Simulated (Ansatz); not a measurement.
**Lu2SeSF2: complex band structure**

Wanted: the relaxed cell of Lu2SeSF2, its band edges and its decay constants. It is built by putting Se for part of the S in the LuSF structure of space group R-3m, with the volume rescaled by atomic radii. The parent structure comes from the Materials Project.

Method: LDA DFT, plane waves, PAW files, in the first sound run; inputs show where later runs differ, in Ansatz 0.2.0.

The structure was built from a prototype and need not be the compound's stable phase.

### Step 1. Starting point

The structure is trigonal, space group R3m (No. 160). The conventional cell has a = 3.971 Å, b = 3.971 Å, c = 24.852 Å, α = 90.00°, β = 90.00°, γ = 120.00°. Lu has 3 S at 2.70 Å and 3 Se at 2.70 Å nearest. Nearest to Lu lie 6 F at 2.29 Å and 1 Se at 2.71 Å and 1 S at 2.71 Å. Nearest to Se lie 4 Lu at 2.70 to 2.71 Å. Nearest to S lie 4 Lu at 2.70 to 2.71 Å. Nearest to F lie 3 Lu at 2.29 Å and 3 F at 2.29 Å. Nearest to F lie 3 Lu at 2.29 Å and 3 F at 2.29 Å. It derives from LuSF. Se for part of the S in the LuSF structure of space group R-3m. Farther neighbours and most contacts between anions are not listed.

### Step 2. Relaxing the new crystal

The substituted atoms don't fit the parent's cell, so cell and atoms relax together. A small smearing keeps the run stable in case the gap closes on the way.

The input, input.yaml:

```yaml
crystal:
  lattice:
    - [1.9857283022, 1.1464607698, 8.2841104587]
    - [-1.9857283022, 1.1464607698, 8.2841104587]
    - [0.0, -2.2929215396, 8.2841104587]
  atoms:
    - { symbol: Lu, position: [0.0, 0.0, 0.0] }
    - { symbol: Lu, position: [0.5, 0.5, 0.5] }
    - { symbol: Se, position: [0.60894203, 0.60894203, 0.60894203] }
    - { symbol: S, position: [0.39105797, 0.39105797, 0.39105797] }
    - { symbol: F, position: [0.8323716, 0.8323716, 0.8323716] }
    - { symbol: F, position: [0.1676284, 0.1676284, 0.1676284] }
kpoints:
  mp_grid: { grid: [6, 6, 6] }
scf:
  occupations: { method: gaussian, width: 0.03 }
hamiltonian:
  xc: lda
output:
  forces: true
  stress: true
relax:
  f_tol: 0.02
  max_steps: 60
  cell: {}
```

Started as:

```sh
> ansatz run input.yaml --threads 2 --pin off --max-ram 4096MiB --backend cpu --events-out ev --progress --plain --runs-dir out
```

Numbers of over 12 decimals in the logs are rounded to 6 here.

Log:

```text
basis.fft_grid_basis auto: the FFT boxes are laid along the combinations [[1, 0, -1], [0, 1, -1], [0, 0, 1]] of the cell's own vectors, 3.971, 3.971 and 8.596 Å long. The dense box has 27×27×60 points. Along the cell's own vectors, as sized, it would have 60×60×60, 4.94 times as many. Of the 6 symmetry operations that the crystal satisfies within crystal.symmetry.tolerance (time reversal apart; of a slab, those that  [...]
Engine: ansatz 0.2.0, x86_64-unknown-linux-gnu
Pseudopotentials: kind: paw
Pseudopotential: Lu, paw, valence charge 25, recommended cutoff 420 eV (normal), Lu.paw.azcp
Pseudopotential: Se, paw, valence charge 16, recommended cutoff 420 eV (normal), Se.paw.azcp
Pseudopotential: S, paw, valence charge 6, recommended cutoff 420 eV (normal), S.paw.azcp
Pseudopotential: F, paw, valence charge 7, recommended cutoff 420 eV (normal), F.paw.azcp
Functional definition: SPW92
  exchange = slater_x
  correlation = pw_c
Crystal: 6 atoms, lattice volume = 113.156 Å³
Basis set: ecut = 420 eV, 2241 PW (Γ), FFT grids on a1−a3, a2−a3, a3
Bands: 52, of which v1, the nominal top of the filled ones, is band 43 counted from 1 (42 counted from 0)
Symmetry: 6 space group operations
Space group: R3m (ITA 160), of the structure as read, at distance tolerance 4.8e-5 Å
k-points: 32 of 216 (time reversal used)
Non-local potential: Lu, projectors of the file, l = 0: 3, l = 1: 2, l = 2: 2, l = 3: 3
Non-local potential: Se, projectors of the file, l = 0: 2, l = 1: 2, l = 2: 3, l = 3: 1
Non-local potential: S, projectors of the file, l = 0: 2, l = 1: 2, l = 2: 2
Non-local potential: F, projectors of the file, l = 0: 2, l = 1: 2, l = 2: 1
PAW form: soft (Blöchl's): semilocal exchange-correlation on the pseudo side does not see the compensation charge
PAW frozen core: Lu, regenerated for the run's functional, and the local potential with it (the file was generated under x = pbe(κ = 0.804, μ = 0.219515), c = pbe(β = 0.066725))
PAW frozen core: Se, regenerated for the run's functional, and the local potential with it (the file was generated under x = pbe(κ = 0.804, μ = 0.219515), c = pbe(β = 0.066725))
PAW frozen core: S, regenerated for the run's functional, and the local potential with it (the file was generated under x = pbe(κ = 0.804, μ = 0.219515), c = pbe(β = 0.066725))
PAW frozen core: F, regenerated for the run's functional, and the local potential with it (the file was generated under x = pbe(κ = 0.804, μ = 0.219515), c = pbe(β = 0.066725))
PAW one-centre angular grid: Lu, 590 points (default); XC on 64 Gauss nodes
PAW one-centre angular grid: Se, 590 points (default); XC on 64 Gauss nodes
PAW one-centre angular grid: S, 110 points (default); XC on 64 Gauss nodes
PAW one-centre angular grid: F, 110 points (default); XC on 64 Gauss nodes
Initial density: superposition of atomic densities (neutral atoms: chi_scale 0, normalization atom), corrected by the library's trained network
Initial wavefunctions: pseudopotential atomic-orbital guess
Functional: x = slater, c = lda
SCF iter   1: F=—  HF=-36837.846640 eV  |F-HF|=—  |Δ(HF+E_count)|=         —  Δρ=1.37e-2  dr2=1.74e-1  ethr=1.77e-3  ⟨swp⟩=6.6  Hψ=7119  notcnv=0  defer=14
preconditioner: auto → Resta (q_TF=auto, 2.606 Å⁻¹)  ε∞=5.5  [insulator: Δε(μ)=1.898 eV  Ē_g=13.996 eV  σ=0.030 eV  W_gap=1.00  n_scr=36 (ndim 8)  ℏωp=29.6 eV  f_vac=0.097  D(μ)=0.00/eV (n_scr^D=0)  ε∞_Penn≈5.5]
SCF iter   2: F=—  HF=-36837.797368 eV  |F-HF|=—  |Δ(HF+E_count)|=   4.93e-2  Δρ=3.98e-3  dr2=1.26e-2  ethr=2.02e-4  ⟨swp⟩=3.2  Hψ=4190  notcnv=0  defer=97
SCF iter   3: F=—  HF=-36837.794841 eV  |F-HF|=—  |Δ(HF+E_count)|=   2.53e-3  Δρ=1.99e-3  dr2=3.91e-3  ethr=1.46e-5  ⟨swp⟩=2.0  Hψ=2561  notcnv=0  defer=97
SCF iter   4: F=—  HF=-36837.794507 eV  |F-HF|=—  |Δ(HF+E_count)|=   3.34e-4  Δρ=8.58e-4  dr2=6.36e-4  ethr=4.54e-6  ⟨swp⟩=2.2  Hψ=3083  notcnv=0  defer=97
SCF iter   5: F=—  HF=-36837.793796 eV  |F-HF|=—  |Δ(HF+E_count)|=   7.11e-4  Δρ=2.58e-4  dr2=8.41e-5  ethr=7.40e-7  ⟨swp⟩=3.0  Hψ=3440  notcnv=0  defer=97
SCF iter   6: F=—  HF=-36837.793791 eV  |F-HF|=—  |Δ(HF+E_count)|=   4.05e-6  Δρ=8.90e-5  dr2=1.54e-5  ethr=9.78e-8  ⟨swp⟩=2.0  Hψ=2755  notcnv=0  defer=97
SCF iter   7: F=—  HF=-36837.793791 eV  |F-HF|=—  |Δ(HF+E_count)|=   1.41e-7  Δρ=5.59e-5  dr2=3.88e-6  ethr=1.80e-8  ⟨swp⟩=2.7  Hψ=3055  notcnv=0  defer=97
SCF iter   8: F=—  HF=-36837.793787 eV  |F-HF|=—  |Δ(HF+E_count)|=   4.63e-6  Δρ=2.56e-5  dr2=9.30e-7  ethr=4.52e-9  ⟨swp⟩=3.1  Hψ=3907  notcnv=0  defer=95
SCF iter   9: F=-36837.793786 eV  HF=-36837.793786 eV  |F-HF|=4.47e-8  |Δ(HF+E_count)|=   2.47e-7  Δρ=8.25e-6  dr2=8.47e-8  ethr=1.16e-10  ⟨swp⟩=5.4  Hψ=10124  notcnv=0
SCF 1 converged in 9 iterations: F = -36837.793786 eV  dr2 = 8.47e-8
  greatest PAW one-centre occupation: 1.000 electrons in one spin orbital (limit 2), on the Se atom at site 2 (counted from 0), in its partial waves of l = 2
relax step   1: F+E_penalty+E_count = -36837.79378643 eV  Δ(F+E_penalty+E_count) = +0.000e0 eV  max|allowed force component| = 1.149e0 eV/Å  Δτ_max = 0.0000 Å  P = -2.497 GPa  Ω = 113.156 Å³  (9 SCF iters, dr2 threshold 1.00e-7 eV, accepted)
Crystal: 6 atoms, lattice volume = 110.060 Å³
Basis set: ecut = 420 eV, 2187 PW (Γ), FFT grids on a1−a3, a2−a3, a3
Initial density: handed on by an earlier stage of this run
Initial wavefunctions: those handed on with the density
iter 1 solved again at ethr=1.61e-3 eV; its pass at ethr=3.10e-3 eV (dr2=1.38e0 eV) is discarded
SCF iter   1: F=—  HF=-36838.208827 eV  |F-HF|=—  |Δ(HF+E_count)|=         —  Δρ=3.38e-2  dr2=1.38e0  ethr=1.61e-3  ⟨swp⟩=2.0  Hψ=11582  notcnv=0
preconditioner: auto → Resta (q_TF=auto, 2.618 Å⁻¹)  ε∞=5.5  [insulator: Δε(μ)=1.174 eV  Ē_g=14.109 eV  σ=0.030 eV  W_gap=1.00  n_scr=36 (ndim 8)  ℏωp=30.0 eV  f_vac=0.075  D(μ)=0.00/eV (n_scr^D=0)  ε∞_Penn≈5.5]
SCF iter   2: F=—  HF=-36837.859902 eV  |F-HF|=—  |Δ(HF+E_count)|=   3.49e-1  Δρ=1.14e-2  dr2=1.30e-1  ethr=1.60e-3  ⟨swp⟩=4.9  Hψ=3689  notcnv=0
SCF iter   3: F=—  HF=-36837.824478 eV  |F-HF|=—  |Δ(HF+E_count)|=   3.54e-2  Δρ=5.65e-3  dr2=1.32e-2  ethr=1.51e-4  ⟨swp⟩=4.7  Hψ=3860  notcnv=0  defer=103
SCF iter   4: F=—  HF=-36837.828431 eV  |F-HF|=—  |Δ(HF+E_count)|=   3.95e-3  Δρ=2.98e-3  dr2=5.86e-3  ethr=1.54e-5  ⟨swp⟩=4.0  Hψ=4453  notcnv=0  defer=103
SCF iter   5: F=—  HF=-36837.826013 eV  |F-HF|=—  |Δ(HF+E_count)|=   2.42e-3  Δρ=5.63e-4  dr2=3.91e-4  ethr=6.81e-6  ⟨swp⟩=3.0  Hψ=4335  notcnv=0  defer=103
SCF iter   6: F=—  HF=-36837.826031 eV  |F-HF|=—  |Δ(HF+E_count)|=   1.78e-5  Δρ=2.49e-4  dr2=1.10e-4  ethr=4.54e-7  ⟨swp⟩=2.1  Hψ=3068  notcnv=0  defer=103
[...]
SCF iter   6: F=—  HF=-36837.917817 eV  |F-HF|=—  |Δ(HF+E_count)|=   1.85e-5  Δρ=1.12e-4  dr2=1.66e-5  ethr=7.49e-8  ⟨swp⟩=3.0  Hψ=3620  notcnv=0  defer=45
SCF iter   7: F=—  HF=-36837.917821 eV  |F-HF|=—  |Δ(HF+E_count)|=   4.77e-6  Δρ=5.53e-5  dr2=3.33e-6  ethr=1.93e-8  ⟨swp⟩=2.7  Hψ=3124  notcnv=0  defer=45
SCF iter   8: F=—  HF=-36837.917820 eV  |F-HF|=—  |Δ(HF+E_count)|=   1.18e-6  Δρ=2.14e-5  dr2=6.64e-7  ethr=3.87e-9  ⟨swp⟩=2.7  Hψ=3029  notcnv=0  defer=45
SCF iter   9: F=—  HF=-36837.917820 eV  |F-HF|=—  |Δ(HF+E_count)|=   1.08e-7  Δρ=1.42e-5  dr2=1.87e-7  ethr=6.98e-10  ⟨swp⟩=6.7  Hψ=8697  notcnv=0
SCF iter  10: F=-36837.917820 eV  HF=-36837.917820 eV  |F-HF|=3.03e-8  |Δ(HF+E_count)|=   1.71e-7  Δρ=5.67e-6  dr2=3.65e-8  ethr=2.18e-10  ⟨swp⟩=6.0  Hψ=7969  notcnv=0
SCF 3 converged in 10 iterations: F = -36837.917820 eV  dr2 = 3.65e-8
relax step   3: F+E_penalty+E_count = -36837.91782004 eV  Δ(F+E_penalty+E_count) = -9.184e-2 eV  max|allowed force component| = 5.399e-2 eV/Å  Δτ_max = 0.0922 Å  P = -0.272 GPa  Ω = 110.442 Å³  energy of the carried Pulay correction = +5.663e-3 eV  (10 SCF iters, dr2 threshold 6.00e-7 eV, accepted)
[... from here on, the SCF cycles and remarks between the steps are left out ...]
relax step   4: F+E_penalty+E_count = -36837.92011915 eV  Δ(F+E_penalty+E_count) = -2.299e-3 eV  max|allowed force component| = 6.580e-2 eV/Å  Δτ_max = 0.0120 Å  P = -0.030 GPa  Ω = 110.185 Å³  energy of the carried Pulay correction = +6.205e-3 eV  (7 SCF iters, dr2 threshold 4.24e-7 eV, accepted)
relax step   5: F+E_penalty+E_count = -36837.95206667 eV  Δ(F+E_penalty+E_count) = -3.195e-2 eV  max|allowed force component| = 2.136e-1 eV/Å  Δτ_max = 0.1505 Å  P = +1.361 GPa  Ω = 108.298 Å³  energy of the carried Pulay correction = +1.023e-2 eV  (9 SCF iters, dr2 threshold 2.71e-7 eV, accepted)
relax step   6: F+E_penalty+E_count = -36837.98453825 eV  Δ(F+E_penalty+E_count) = -3.247e-2 eV  max|allowed force component| = 1.447e-1 eV/Å  Δτ_max = 0.0887 Å  P = +0.468 GPa  Ω = 108.571 Å³  energy of the carried Pulay correction = +9.648e-3 eV  (8 SCF iters, dr2 threshold 6.00e-7 eV, accepted)
relax step   7: F+E_penalty+E_count = -36837.96208759 eV  Δ(F+E_penalty+E_count) = +2.245e-2 eV  max|allowed force component| = 3.709e-1 eV/Å  Δτ_max = 0.1975 Å  P = -0.176 GPa  Ω = 107.451 Å³  energy of the carried Pulay correction = +1.206e-2 eV  (9 SCF iters, dr2 threshold 6.00e-7 eV, rejected (line search))
relax step   8: F+E_penalty+E_count = -36837.99499417 eV  Δ(F+E_penalty+E_count) = -1.046e-2 eV  max|allowed force component| = 3.757e-2 eV/Å  Δτ_max = 0.0707 Å  P = +0.010 GPa  Ω = 108.413 Å³  energy of the carried Pulay correction = +9.987e-3 eV  (14 SCF iters, accepted)
relax step   9: F+E_penalty+E_count = -36837.99509308 eV  Δ(F+E_penalty+E_count) = -9.890e-5 eV  max|allowed force component| = 1.141e-2 eV/Å  Δτ_max = 0.0055 Å  P = -0.019 GPa  Ω = 108.427 Å³  energy of the carried Pulay correction = +9.956e-3 eV  (8 SCF iters, dr2 threshold 8.82e-8 eV, accepted)
relax step  10: F+E_penalty+E_count = -36837.98858832 eV  Δ(F+E_penalty+E_count) = +6.505e-3 eV  max|allowed force component| = 1.150e-2 eV/Å  Δτ_max = 0.0000 Å  P = -0.126 GPa  Ω = 108.427 Å³  stress off target by 1.66e-1 GPa  SCF on the basis re-selected at this cell (its energy is not comparable with the rows above)  (9 SCF iters)
relax step  11: F+E_penalty+E_count = -36837.98903305 eV  Δ(F+E_penalty+E_count) = -4.447e-4 eV  max|allowed force component| = 5.072e-3 eV/Å  Δτ_max = 0.0033 Å  P = +0.005 GPa  Ω = 108.268 Å³  energy of the carried Pulay correction = +3.425e-4 eV  (8 SCF iters, dr2 threshold 6.93e-8 eV, accepted)
iter 1 solved again at ethr=8.15e-8 eV; its pass at ethr=3.10e-3 eV (dr2=7.01e-5 eV) is discarded
SCF iter   1: F=—  HF=-36837.988652 eV  |F-HF|=—  |Δ(HF+E_count)|=         —  Δρ=1.38e-5  dr2=3.87e-8  ethr=8.15e-8  ⟨swp⟩=5.2  Hψ=14325  notcnv=0
preconditioner: auto → Resta (q_TF=auto, 2.626 Å⁻¹)  ε∞=5.5  [insulator: Δε(μ)=1.522 eV  Ē_g=14.204 eV  σ=0.030 eV  W_gap=1.00  n_scr=36 (ndim 8)  ℏωp=30.3 eV  f_vac=0.071  D(μ)=0.00/eV (n_scr^D=0)  ε∞_Penn≈5.5]
SCF iter   2: F=—  HF=-36837.988652 eV  |F-HF|=—  |Δ(HF+E_count)|=   6.11e-7  Δρ=6.56e-6  dr2=1.54e-8  ethr=4.50e-11  ⟨swp⟩=3.9  Hψ=4909  notcnv=0
SCF iter   3: F=—  HF=-36837.988652 eV  |F-HF|=—  |Δ(HF+E_count)|=   1.57e-9  Δρ=3.32e-6  dr2=2.59e-9  ethr=1.79e-11  ⟨swp⟩=2.0  Hψ=2534  notcnv=0
SCF iter   4: F=—  HF=-36837.988652 eV  |F-HF|=—  |Δ(HF+E_count)|=  4.00e-10  Δρ=8.51e-7  dr2=5.87e-10  ethr=3.01e-12  ⟨swp⟩=3.0  Hψ=3484  notcnv=0
SCF iter   5: F=—  HF=-36837.988652 eV  |F-HF|=—  |Δ(HF+E_count)|=  5.53e-10  Δρ=3.57e-7  dr2=1.89e-10  ethr=1.00e-12  ⟨swp⟩=2.9  Hψ=3152  notcnv=0
SCF iter   6: F=-36837.988652 eV  HF=-36837.988652 eV  |F-HF|=4.37e-11  |Δ(HF+E_count)|=  2.18e-11  Δρ=2.17e-7  dr2=4.21e-11  ethr=1.00e-12  ⟨swp⟩=5.8  Hψ=9750  notcnv=0
SCF 12 converged in 6 iterations: F = -36837.988652 eV  dr2 = 4.21e-11
relax step  12: F+E_penalty+E_count = -36837.98865181 eV  Δ(F+E_penalty+E_count) = +3.812e-4 eV  max|allowed force component| = 5.193e-3 eV/Å  Δτ_max = 0.0000 Å  P = +0.002 GPa  Ω = 108.268 Å³  stress off target by 1.47e-2 GPa  SCF on the basis re-selected at this cell (its energy is not comparable with the rows above)  (6 SCF iters)
basis re-selected at this cell: Δ(F+E_penalty+E_count) = +3.812e-4 eV, ΔP = -0.003 GPa vs the last step (what re-selecting the basis moved, of the pressure what is left beyond the Pulay correction that the steps carried, after the strain that the cell walked since its last selection, with what the two solves' SCF thresholds leave and, on support functions, any second-order correction that the steps lacked; it is no m [...]
SCF converged after 6 iterations
Free energy (F): -36837.988652 eV
Harris-Foulkes:  -36837.988652 eV  (|F-HF|=4.37e-11)
Internal energy: -36837.988652 eV  (E = F + TS)
E sigma→0 (E₀):  -36837.988652 eV
Fermi energy:    11.287431 eV
--- Per-component energies (eV) ---
  E_band       = -461.429761
  E_kinetic    = 1480.969647
  E_local      = -18374.682627  (includes V_loc(G=0)·N_el)
  E_nonlocal   = 766.921164
  E_hartree    = 7903.995705
  E_xc         = -792.587029
  E_vxc        = -909.119676  (∫ρ·V_xc dr)
  E_paw        = -17042.683736  (= ΣΔE_a)
  E_vpaw       = 766.487008  (= ΣTr[D̂ρ^β])
  E_aug_tail   = 0.003457  (compensation charges beyond the density's cutoff)
  E_ewald      = -10787.159566
  E_core_change = 7.234333  (= ΣΔE_core)
  E_smearing   = -0.000000  (= −TS)
  E_closure    = -0.000000  (closes the sum)
  Σ components = -36837.988652   (vs F -36837.988652, Δ=0.00e0)
--- Forces (eV/Å), atoms counted from 1 ---
  atom   1  Lu     0.00000000     0.00000000     0.00459004
  atom   2  Lu     0.00000000     0.00000000    -0.00519363
  atom   3  Se    -0.00000000    -0.00000000    -0.00089417
  atom   4  S      0.00000000     0.00000000     0.00131093
  atom   5  F      0.00000000    -0.00000000     0.00003298
  atom   6  F      0.00000000     0.00000000     0.00015204
  max |Σ_I F_I| component: 1.82e-6 eV/Å
--- Stress (GPa, compression-positive) ---
       -0.004415       0.000000      -0.000000
        0.000000      -0.004415       0.000000
       -0.000000       0.000000       0.014676
  P = ⅓ Tr σ = 0.0019 GPa (0.019 kbar)
--- Relaxed structure (10 steps of the walk, 9 accepted, 2 SCFs on fresh bases) ---
  F+E_penalty+E_count = -36837.98865181 eV   max|allowed force component| = 5.193e-3 eV/Å   (the final SCF, on the basis selected at the relaxed cell)
  cell:  # Å, volume = 108.2681 Å³
    - [1.929895, 1.114226, 8.391554]
    - [-1.929895, 1.114226, 8.391554]
    - [0, -2.228451, 8.391554]
  atoms:
    - { symbol: Lu, position: [0.00414321, 0.00414321, 0.00414321] }
    - { symbol: Lu, position: [0.498280, 0.498280, 0.498280] }
    - { symbol: Se, position: [0.608157, 0.608157, 0.608157] }
    - { symbol: S, position: [0.392931, 0.392931, 0.392931] }
    - { symbol: F, position: [0.817234, 0.817234, 0.817234] }
    - { symbol: F, position: [0.179255, 0.179255, 0.179255] }
```

It took 88 s on 2 threads of Intel Xeon Platinum 8488C (Sapphire Rapids), shared host; peak memory 0.53 GiB; 2.9 min of CPU time.

Relaxation path:

| step | energy less that of the first step (eV) | largest force component (eV/Å) | pressure (GPa) | volume (Å³) |
| --- | --- | --- | --- | --- |
| 1 | 0.0000 | 1.1485 | -2.50 | 113.16 |
| 2 | -0.0322 | 1.3314 | 0.07 | 110.06 |
| 3 | -0.1240 | 0.0540 | -0.27 | 110.44 |
| 4 | -0.1263 | 0.0658 | -0.03 | 110.19 |
| 5 | -0.1583 | 0.2136 | 1.36 | 108.30 |
| 6 | -0.1908 | 0.1447 | 0.47 | 108.57 |
| 7 | -0.1683 | 0.3709 | -0.18 | 107.45 |
| 8 | -0.2012 | 0.0376 | 0.01 | 108.41 |
| 9 | -0.2013 | 0.0114 | -0.02 | 108.43 |
| 10* | -0.1948 | 0.0115 | -0.13 | 108.43 |
| 11 | -0.1952 | 0.0051 | 0.01 | 108.27 |
| 12* | -0.1949 | 0.0052 | 0.00 | 108.27 |

Relaxation steps marked * repeat the geometry before them on a plane-wave basis chosen anew for their cell, so energy and pressure can jump there. Relaxation step 7 was tried and not accepted.

Forces are held to the 6 operations that the run works with; a distortion that breaks them can't arise in this run.

```csv
"conventional cell, symmetrised",before,after,change
a (Å),3.971,3.860,-2.8 %
b (Å),3.971,3.860,-2.8 %
c (Å),24.852,25.175,+1.3 %
volume (Å³/atom),18.86,18.04,-4.3 %
```

The atoms that moved most (Å, as changes of fractional coordinates times the final cell):

```csv
atom,dx,dy,dz,length
F5,0.000,0.000,-0.381,0.381
F6,0.000,0.000,0.293,0.293
Lu1,0.000,0.000,0.104,0.104
S4,0.000,0.000,0.047,0.047
Lu2,0.000,0.000,-0.043,0.043
Se3,0.000,0.000,-0.020,0.020
```

The relaxed structure:

```cif
data_structure
_symmetry_space_group_name_H-M 'P 1'
_symmetry_Int_Tables_number 1
_cell_length_a 8.6824
_cell_length_b 8.6824
_cell_length_c 8.6824
_cell_angle_alpha 25.686
_cell_angle_beta 25.686
_cell_angle_gamma 25.686
_cell_volume 108.27
loop_
_atom_site_label
_atom_site_type_symbol
_atom_site_fract_x
_atom_site_fract_y
_atom_site_fract_z
_atom_site_occupancy
Lu1 Lu 0.00414 0.00414 0.00414 1
Lu2 Lu 0.49828 0.49828 0.49828 1
Se3 Se 0.60816 0.60816 0.60816 1
S4 S 0.39293 0.39293 0.39293 1
F5 F 0.81723 0.81723 0.81723 1
F6 F 0.17926 0.17926 0.17926 1
```

This step gave:

```
free energy  : -36837.9887 eV
Fermi energy : 11.29 eV
pressure     : 0.001949 GPa
```

The largest force component on a free atom ends at 0.0052 eV/Å.

(Continued in part 2 of 4.)

[Logs are printed without paths, hosts, clocks, repeated set-up lines and the standing remarks that a program may print on its own settings, such as how far it seeks lower states.]

[Hosts, paths, dates, database ids (printed as entryN), source tags and the programs' standing remarks are cut or masked in the printed files.]
